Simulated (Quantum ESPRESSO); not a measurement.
# Calcium (Fm-3m): phonons and their coupling to the electrons

Aim: phonons of metallic Calcium (Fm-3m) and how strongly they couple to the electrons.

Method: DFT LDA, scalar-relativistic, plane waves, PseudoDojo norm-conserving pseudopotentials, in Quantum ESPRESSO 7.5.

### 1. Set-up

The structure is cubic, space group Fm-3m (No. 225). The conventional cell has a = 5.588 Å, b = 5.588 Å, c = 5.588 Å, α = 90.00°, β = 90.00°, γ = 90.00°. Nearest to Ca lie 12 Ca at 3.95 Å.

### 2. A probe with smearing

Before anything dear is run, a loose run with smearing shows whether this is a metal and how far the cell is from rest.

The input, probe.in:

```
&control
   calculation = 'scf'
   prefix = 'x'
   outdir = './tmp'
   pseudo_dir = './pseudo'
   tprnfor = .true.
   tstress = .true.
   verbosity = 'high'
/
&system
   ibrav = 0
   nat = 1
   ntyp = 1
   ecutwfc = 72.0
   occupations = 'smearing'
   smearing = 'gaussian'
   degauss = 0.01
/
&electrons
   conv_thr = 1.0d-07
   mixing_beta = 0.7
   electron_maxstep = 100
/
ATOMIC_SPECIES
 Ca     40.0780  Ca.upf
CELL_PARAMETERS angstrom
     0.000000000    2.794200000    2.794200000
     2.794200000    0.000000000    2.794200000
     2.794200000    2.794200000    0.000000000
ATOMIC_POSITIONS crystal
 Ca     0.000000000   0.000000000   0.000000000
K_POINTS automatic
 6 6 6 0 0 0
```

On the command line:

```sh
$ OMP_NUM_THREADS=1 mpirun -n 4 pw.x -nk 4 -in probe.in > probe.out
```

Output:

```text
[banners, grids, parts of the stress and lines that vanish by symmetry left out]
Program PWSCF v.7.5
     Message from routine setup:
     using ibrav=0 with symmetry is DISCOURAGED, use correct ibrav instead
[...]
kinetic-energy cutoff     =      72.0000  Ry
     charge density cutoff     =     288.0000  Ry
     scf convergence threshold =      1.0E-07
[...]
Exchange-correlation= SLA  PW   NOGX NOGC
                           (   1   4   0   0   0   0   0)
[...]
48 Sym. Ops., with inversion, found
[...]
(     0          1          0      )
                  (     0          0          1      )
[...]
( -0.0000000  1.0000000  0.0000000 )
                  ( -0.0000000  0.0000000  1.0000000 )
[...]
(     1          0         -1      )
                  (     0          0         -1      )
[...]
(  0.0000000 -1.0000000 -0.0000000 )
[...]
(    -1          1          0      )
                  (     0          1         -1      )
[...]
( -1.0000000  0.0000000 -0.0000000 )
                  ( -0.0000000  1.0000000 -0.0000000 )
[...]
number of k points=    16  Gaussian smearing, width (Ry)=  0.0100
[...]
c_bands:  1 eigenvalues not converged
[...]
End of self-consistent calculation
[...]
the Fermi energy is     4.6090 ev
!    total energy              =     -77.34364636 Ry
[...]
convergence has been achieved in   5 iterations
[...]
atom    1 type  1   force =     0.00000000    0.00000000    0.00000000
[...]
Total force =     0.000000     Total SCF correction =     0.000000
[...]
total   stress  (Ry/bohr**3)                   (kbar)     P=      -21.79
[...]
XML data file, charge density, pseudopotentials, collected wavefunctions

   JOB DONE.
```

Wall time 2.9 s (4 MPI ranks of AMD EPYC 7R43, shared host); 10 s of CPU time.

This step gave:

```
volume per atom   : 43.63 Å³
pressure          : -2.179 GPa
gap on the k-mesh : 0 eV
```

No gap opens on this mesh, so smearing is kept; the start stands at -2.2 GPa.

### 3. Relaxation

The relaxation runs at a cutoff a fifth above that of the response, since stress converges more slowly with the basis than frequencies do. Forces and stress are brought to rest with tight thresholds.

The input, relax.in:

```
&control
   calculation = 'vc-relax'
   prefix = 'x'
   outdir = './tmp'
   pseudo_dir = './pseudo'
   tprnfor = .true.
   tstress = .true.
   forc_conv_thr = 2.0d-05
   etot_conv_thr = 1.0d-07
   nstep = 40
/
&system
   ibrav = 0
   nat = 1
   ntyp = 1
   ecutwfc = 86
   occupations = 'smearing'
   smearing = 'mv'
   degauss = 0.02
/
&electrons
   conv_thr = 1.0d-11
   mixing_beta = 0.7
   electron_maxstep = 100
/
&ions
/
&cell
   press_conv_thr = 0.2
/
ATOMIC_SPECIES
 Ca     40.0780  Ca.upf
CELL_PARAMETERS angstrom
     0.000000000    2.794200000    2.794200000
     2.794200000    0.000000000    2.794200000
     2.794200000    2.794200000    0.000000000
ATOMIC_POSITIONS crystal
 Ca     0.000000000   0.000000000   0.000000000
K_POINTS automatic
 12 12 12 0 0 0
```

On the command line:

```sh
$ OMP_NUM_THREADS=1 mpirun -n 4 pw.x -nk 4 -in relax.in > relax.out
```

Output:

```text
[banners, grids, parts of the stress and lines that vanish by symmetry left out]
[banner, memory and clock lines left out]
Program PWSCF v.7.5

[...]
kinetic-energy cutoff     =      86.0000  Ry
     charge density cutoff     =     344.0000  Ry
     scf convergence threshold =      1.0E-11
[...]
energy convergence thresh.=      1.0E-07
     force convergence thresh. =      2.0E-05
     press convergence thresh. =      2.0E-01
     Exchange-correlation= SLA  PW   NOGX NOGC
                           (   1   4   0   0   0   0   0)
[...]
48 Sym. Ops., with inversion, found
[...]
number of k points=    72  Marzari-Vanderbilt smearing, width (Ry)=  0.0200
[...]
End of self-consistent calculation
[...]
the Fermi energy is     4.5933 ev
!    total energy              =     -77.34495921 Ry
[...]
convergence has been achieved in   7 iterations
[...]
atom    1 type  1   force =     0.00000000    0.00000000    0.00000000
     Total force =     0.000000     Total SCF correction =     0.000000
[...]
total   stress  (Ry/bohr**3)                   (kbar)     P=      -21.44
[...]
number of bfgs steps    =   0
[...]
CELL_PARAMETERS (angstrom)
[...]
ATOMIC_POSITIONS (crystal)
Ca               0.0000000000        0.0000000000        0.0000000000
[...]
New effective cutoffs (rho, wfc):  346.24   86.63
[...]
End of self-consistent calculation
[...]
the Fermi energy is     4.6676 ev
!    total energy              =     -77.34541223 Ry
[...]
convergence has been achieved in   5 iterations
[...]
atom    1 type  1   force =     0.00000000    0.00000000    0.00000000
     Total force =     0.000000     Total SCF correction =     0.000000
[...]
total   stress  (Ry/bohr**3)                   (kbar)     P=      -20.11
[...]
number of bfgs steps    =   1
[...]
WARNING: bfgs curvature condition failed, Theta= 0.859
[...]
CELL_PARAMETERS (angstrom)
[...]
ATOMIC_POSITIONS (crystal)
Ca               0.0000000000        0.0000000000        0.0000000000
[...]
New effective cutoffs (rho, wfc):  350.07   87.59
[...]
End of self-consistent calculation
[...]
the Fermi energy is     4.7810 ev
!    total energy              =     -77.34602999 Ry
[...]
convergence has been achieved in   7 iterations
[...]
atom    1 type  1   force =     0.00000000    0.00000000    0.00000000
     Total force =     0.000000     Total SCF correction =     0.000000
[...]
total   stress  (Ry/bohr**3)                   (kbar)     P=      -17.99
[...]
number of bfgs steps    =   2
[...]
CELL_PARAMETERS (angstrom)
[...]
ATOMIC_POSITIONS (crystal)
Ca               0.0000000000        0.0000000000        0.0000000000
[...]
New effective cutoffs (rho, wfc):  355.93   89.05
[...]
End of self-consistent calculation
[...]
the Fermi energy is     4.9556 ev
!    total energy              =     -77.34681126 Ry
[...]
convergence has been achieved in   7 iterations
[...]
atom    1 type  1   force =     0.00000000    0.00000000    0.00000000
     Total force =     0.000000     Total SCF correction =     0.000000
[...]
convergence has been achieved in   7 iterations
[...]
atom    1 type  1   force =     0.00000000    0.00000000    0.00000000
     Total force =     0.000000     Total SCF correction =     0.000000
[...]
total   stress  (Ry/bohr**3)                   (kbar)     P=       -8.66
[...]
number of bfgs steps    =   4
[...]
CELL_PARAMETERS (angstrom)
[...]
ATOMIC_POSITIONS (crystal)
Ca               0.0000000000        0.0000000000        0.0000000000
[...]
New effective cutoffs (rho, wfc):  378.20   94.62
[...]
the Fermi energy is     5.6299 ev
!    total energy              =     -77.34801468 Ry
[...]
convergence has been achieved in   7 iterations
[...]
atom    1 type  1   force =     0.00000000    0.00000000    0.00000000
     Total force =     0.000000     Total SCF correction =     0.000000
[...]
total   stress  (Ry/bohr**3)                   (kbar)     P=        1.00
[...]
number of bfgs steps    =   5
[...]
CELL_PARAMETERS (angstrom)
[...]
ATOMIC_POSITIONS (crystal)
Ca               0.0000000000        0.0000000000        0.0000000000
[...]
New effective cutoffs (rho, wfc):  376.85   94.29
[...]
the Fermi energy is     5.5885 ev
!    total energy              =     -77.34801906 Ry
[...]
convergence has been achieved in   6 iterations
[...]
atom    1 type  1   force =     0.00000000    0.00000000    0.00000000
     Total force =     0.000000     Total SCF correction =     0.000000
[...]
total   stress  (Ry/bohr**3)                   (kbar)     P=       -0.05
[...]
number of bfgs steps    =   6
[...]
CELL_PARAMETERS (angstrom)
[...]
ATOMIC_POSITIONS (crystal)
Ca               0.0000000000        0.0000000000        0.0000000000
[...]
New effective cutoffs (rho, wfc):  376.92   94.30
[...]
End of self-consistent calculation
[...]
the Fermi energy is     5.5906 ev
!    total energy              =     -77.34801907 Ry
[...]
convergence has been achieved in   4 iterations
[...]
atom    1 type  1   force =     0.00000000    0.00000000    0.00000000
     Total force =     0.000000     Total SCF correction =     0.000000
[...]
total   stress  (Ry/bohr**3)                   (kbar)     P=       -0.00
[...]
bfgs converged in   8 scf cycles and   7 bfgs steps
[...]
End of BFGS Geometry Optimization
     Final enthalpy           =     -77.3480190728 Ry
     File ./tmp/x.bfgs deleted, as requested
[...]
CELL_PARAMETERS (angstrom)
[...]
ATOMIC_POSITIONS (crystal)
Ca               0.0000000000        0.0000000000        0.0000000000
[...]
Final scf calculation at the relaxed structure.
[...]
kinetic-energy cutoff     =      86.0000  Ry
     charge density cutoff     =     344.0000  Ry
     scf convergence threshold =      1.0E-13
[...]
press convergence thresh. =      2.0E-01
     Exchange-correlation= SLA  PW   NOGX NOGC
                           (   1   4   0   0   0   0   0)
[...]
48 Sym. Ops., with inversion, found
[...]
number of k points=    72  Marzari-Vanderbilt smearing, width (Ry)=  0.0200
[...]
c_bands:  1 eigenvalues not converged
     c_bands:  2 eigenvalues not converged
     c_bands:  3 eigenvalues not converged
     c_bands:  4 eigenvalues not converged
[...]
c_bands:  2 eigenvalues not converged
     c_bands:  3 eigenvalues not converged
[...]
End of self-consistent calculation
[...]
the Fermi energy is     5.5906 ev
!    total energy              =     -77.34801554 Ry
[...]
convergence has been achieved in   9 iterations
[...]
atom    1 type  1   force =     0.00000000    0.00000000    0.00000000
     Total force =     0.000000     Total SCF correction =     0.000000
[...]
total   stress  (Ry/bohr**3)                   (kbar)     P=       -0.01
[...]
XML data file, charge density, pseudopotentials, collected wavefunctions
```

The job ended after 63 s (4 MPI ranks; 4.2 min of CPU time).

Step by step:

```
step  energy less that of the first step (eV)  largest force (eV/Å)  pressure (GPa)  volume (Å³)
   1                                   0.0000                0.0000           -2.14        43.63
   2                                  -0.0062                0.0000           -2.01        43.16
   3                                  -0.0146                0.0000           -1.80        42.45
   4                                  -0.0252                0.0000           -1.45        41.41
   5                                  -0.0364                0.0000           -0.87        39.87
   6                                  -0.0416                0.0000            0.10        37.80
   7                                  -0.0416                0.0000           -0.01        38.01
   8                                  -0.0416                0.0000            0.00        38.00
   9                                  -0.0416                0.0000            0.00        38.00
```

```
conventional cell, symmetrised  before  after   change
                         a (Å)   5.588  5.337   -4.5 %
                         b (Å)   5.588  5.337   -4.5 %
                         c (Å)   5.588  5.337   -4.5 %
              volume (Å³/atom)   43.63  38.00  -12.9 %
```

Final coordinates:

```cif
data_structure
_symmetry_space_group_name_H-M 'P 1'
_symmetry_Int_Tables_number 1
_cell_length_a 3.7736
_cell_length_b 3.7736
_cell_length_c 3.7736
_cell_angle_alpha 60.000
_cell_angle_beta 60.000
_cell_angle_gamma 60.000
_cell_volume 38.00
loop_
_atom_site_label
_atom_site_type_symbol
_atom_site_fract_x
_atom_site_fract_y
_atom_site_fract_z
_atom_site_occupancy
Ca1 Ca 0.00000 0.00000 0.00000 1
```

The last row of the table of steps is pw.x's closing run on a basis chosen anew for the final cell, so its energy can jump.

Read from the output:

| Quantity | Value |
| --- | --- |
| volume per atom | 38.00 Å³ |
| pressure | -0.001 GPa |

The volume changes by -12.9 % from the cell with which this run began.

### 4. Self-consistent run for the response

The response is built on this ground state, so it is converged far tighter than an energy would need. Smearing stays on, as the first look found no gap above 0.3 eV.

The input, scf.in:

```
&control
   calculation = 'scf'
   prefix = 'x'
   outdir = './tmp'
   pseudo_dir = './pseudo'
   tprnfor = .true.
   tstress = .true.
/
&system
   ibrav = 0
   nat = 1
   ntyp = 1
   ecutwfc = 72.0
   occupations = 'smearing'
   smearing = 'mv'
   degauss = 0.02
/
&electrons
   conv_thr = 1.0d-12
   mixing_beta = 0.7
   electron_maxstep = 100
/
ATOMIC_SPECIES
 Ca     40.0780  Ca.upf
CELL_PARAMETERS angstrom
     0.000000000    2.668323910    2.668323910
     2.668323910    0.000000000    2.668323910
     2.668323910    2.668323910    0.000000000
ATOMIC_POSITIONS crystal
 Ca     0.000000000   0.000000000   0.000000000
K_POINTS automatic
 12 12 12 0 0 0
```

On the command line:

```sh
$ OMP_NUM_THREADS=1 mpirun -n 4 pw.x -nk 4 -in scf.in > scf.out
```

Output:

```text
[banners, grids, parts of the stress and lines that vanish by symmetry left out]
[banner, memory and clock lines left out]
Program PWSCF v.7.5

[...]
kinetic-energy cutoff     =      72.0000  Ry
     charge density cutoff     =     288.0000  Ry
     scf convergence threshold =      1.0E-12
[...]
Exchange-correlation= SLA  PW   NOGX NOGC
                           (   1   4   0   0   0   0   0)
[...]
48 Sym. Ops., with inversion, found
[...]
number of k points=    72  Marzari-Vanderbilt smearing, width (Ry)=  0.0200
[...]
End of self-consistent calculation
[...]
the Fermi energy is     5.5906 ev
!    total energy              =     -77.34800912 Ry
[...]
convergence has been achieved in   8 iterations
[...]
atom    1 type  1   force =     0.00000000    0.00000000    0.00000000
     Total force =     0.000000     Total SCF correction =     0.000000
[...]
total   stress  (Ry/bohr**3)                   (kbar)     P=       -0.02
[...]
XML data file, charge density, pseudopotentials, collected wavefunctions
```

Wall time 6.5 s (4 MPI ranks); 25 s of CPU time.

Read from the output:

* pressure: -0.002 GPa

The cell stands at -0.002 GPa, close enough for phonons.

### 5. Levels on a dense mesh

The coupling is a sum over pairs of states at the Fermi level and needs a much denser mesh than the density does.

scf_fit.in, as its differences from scf.in of step 4:

```diff
@@ -16,5 +16,6 @@
    degauss = 0.02
+   la2F = .true.
 /
 &electrons
-   conv_thr = 1.0d-12
+   conv_thr = 1.0d-10
    mixing_beta = 0.7
@@ -31,2 +32,2 @@
 K_POINTS automatic
- 12 12 12 0 0 0
+ 24 24 24 0 0 0
```

On the command line:

```sh
$ OMP_NUM_THREADS=1 mpirun -n 4 pw.x -nk 4 -in scf_fit.in > scf_fit.out
```

Output:

```text
[banners, grids, parts of the stress and lines that vanish by symmetry left out]
[banner, memory and clock lines left out]
Program PWSCF v.7.5

[...]
kinetic-energy cutoff     =      72.0000  Ry
     charge density cutoff     =     288.0000  Ry
     scf convergence threshold =      1.0E-10
[...]
Exchange-correlation= SLA  PW   NOGX NOGC
                           (   1   4   0   0   0   0   0)
[...]
48 Sym. Ops., with inversion, found
[...]
number of k points=   413  Marzari-Vanderbilt smearing, width (Ry)=  0.0200
[...]
c_bands:  1 eigenvalues not converged
     c_bands:  1 eigenvalues not converged
     c_bands:  1 eigenvalues not converged
     c_bands:  1 eigenvalues not converged
[...]
End of self-consistent calculation
[...]
the Fermi energy is     5.5869 ev
!    total energy              =     -77.34802891 Ry
[...]
convergence has been achieved in   7 iterations
[...]
atom    1 type  1   force =     0.00000000    0.00000000    0.00000000
     Total force =     0.000000     Total SCF correction =     0.000000
[...]
total   stress  (Ry/bohr**3)                   (kbar)     P=        0.02
[...]
XML data file, charge density, pseudopotentials, collected wavefunctions
```

Wall time 29 s (4 MPI ranks).

Read from the output:

| Item | Value |
| --- | --- |
| pressure | 0.002 GPa |

### 6. Ground state

The run on the dense mesh left its levels for the electron-phonon sums; ph.x needs the ground state on the coarse mesh, so pw.x runs once more in the same folder.

scf.in is that of step 4.

On the command line:

```sh
$ OMP_NUM_THREADS=1 mpirun -n 4 pw.x -nk 4 -in scf.in > scf.out
```

Output:

```text
[banners, grids, parts of the stress and lines that vanish by symmetry left out]
[banner, memory and clock lines left out]
Program PWSCF v.7.5

[...]
kinetic-energy cutoff     =      72.0000  Ry
     charge density cutoff     =     288.0000  Ry
     scf convergence threshold =      1.0E-12
[...]
Exchange-correlation= SLA  PW   NOGX NOGC
                           (   1   4   0   0   0   0   0)
[...]
48 Sym. Ops., with inversion, found
[...]
number of k points=    72  Marzari-Vanderbilt smearing, width (Ry)=  0.0200
[...]
End of self-consistent calculation
[...]
the Fermi energy is     5.5906 ev
!    total energy              =     -77.34800912 Ry
[...]
convergence has been achieved in   8 iterations
[...]
atom    1 type  1   force =     0.00000000    0.00000000    0.00000000
     Total force =     0.000000     Total SCF correction =     0.000000
[...]
total   stress  (Ry/bohr**3)                   (kbar)     P=       -0.02
[...]
XML data file, charge density, pseudopotentials, collected wavefunctions
```

The job ended after 6.8 s (4 MPI ranks).

Numbers from this step:

```yaml
pressure: -0.002 GPa
```

(Part 1 of 3 ends here.)

[Host names and launcher messages were left out of these logs when they were recorded.]

[Logs are printed without paths, hosts, clocks, repeated set-up lines and the standing remarks that a program may print on its own settings, such as how far it seeks lower states.]

[Hosts, paths, dates, database ids (printed as entryN), source tags and the programs' standing remarks are cut or masked in the printed files.]
